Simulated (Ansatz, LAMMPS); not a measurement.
# Static equation of state of glassy 67SiO2-11B2O3-11CaO-11K2O (mol %) (143 atoms)

Density of this cell: 2.43 g/cm³. The cell holds 143 atoms: 31 Si, 10 B, 5 Ca, 10 K and 87 O. Cell: a = 12.676 Å, b = 12.452 Å, c = 12.881 Å, α = 86.0°, β = 89.9°, γ = 88.6°. The starting structure: 143 atoms (31 Si, 10 B, 5 Ca, 10 K, 87 O) placed at random at 2.34 g/cm³, melted at 3000 K for 20 ps at fixed volume with the Buckingham and Coulomb pair potential of Guillot and Sator (Geochim. Cosmochim. Acta 71, 1249 (2007)) with the boron terms of Wang et al. (J. Non-Cryst. Solids 498, 294 (2018)). Quenched from 3000 K to 300 K at 20 K/ps and fixed volume, held 10 ps at zero pressure.

Calculated with Ansatz 0.2.0: Kohn-Sham DFT, PBE, PAW (set soft_2), plane waves; cutoff 420 eV, Γ point, fixed occupations. Cell and atoms were relaxed first, to V0 = 14.178 Å³ an atom at a residual P0 = 0.003 GPa. The cell was then scaled evenly, and the atoms were relaxed at each volume.

| volume (Å³/atom) | pressure (GPa) |
| --- | --- |
| 13.327 | 2.546 |
| 13.753 | ? |
| 14.603 | -1.018 |
| 15.029 | -1.940 |

**Question.** Fit the third-order Birch–Murnaghan equation to the rows given and interpolate to the withheld row.

**Working.**

Take the Eulerian strain f = ½[(V0/V)^(2/3) − 1] and the normalised pressure F = (P − P0) / [3f(1 + 2f)^(5/2)]. The third-order Birch–Murnaghan equation is then the line F = B0 + (3/2)B0(B′ − 4) f, so u = f and v = F.

```
      u = f  v = F (GPa)
  0.0210565      36.3137
-0.00975637      36.6324
 -0.0190505      37.4661
```

With n = 3: mean u = -0.00258344, mean v = 36.8041, Σ(u − ū)² = 8.815e-4, Σ(u − ū)(v − v̄) = -0.021264. Slope b = -0.021264 / 8.815e-4 = -24.124; intercept a = v̄ − b ū = 36.742.

So B0 = a = 36.7 GPa and B′ = 4 + 2b/(3a) = 3.56. At the withheld volume f = 0.01026, F = a + b f = 36.49 GPa, and P = P0 + 3f(1 + 2f)^(5/2) F.

Prediction at 13.753: 1.184 GPa. The run gave 1.234 GPa, so the fit is low by 0.050 GPa (4.0 % of the value).

The series isn't one smooth equation of state: even a line fitted to all rows, the withheld one included, misses F by up to 2.7 %, the count of bonds changes along the series and an atom moves over 0.5 Å in some relaxation. B0 and B′ are then only the numbers of this fit, not moduli of the material. Among the rows given, the largest miss of the fit is at 15.029, by 0.014 GPa (0.31 % of the range of the table).

Limits: Static cells at zero temperature; the cell shape is held. The program notes that the SCF threshold of these relaxations is loose for the stress. The quench rate of 20 K/ps is many orders above laboratory rates, so the cell is likely richer in defects and strain than a real sample. The network of bonds at the start is that of the classical potential that made the cell, and needn't be the one that DFT or experiment would give. Only the Γ point is sampled, in a cell whose shortest periodic width is 12 Å.

[Logs are printed without paths, hosts, clocks, repeated set-up lines and the standing remarks that a program may print on its own settings, such as how far it seeks lower states.]

[Hosts, paths, dates, database ids (printed as entryN), source tags and the programs' standing remarks are cut or masked in the printed files.]
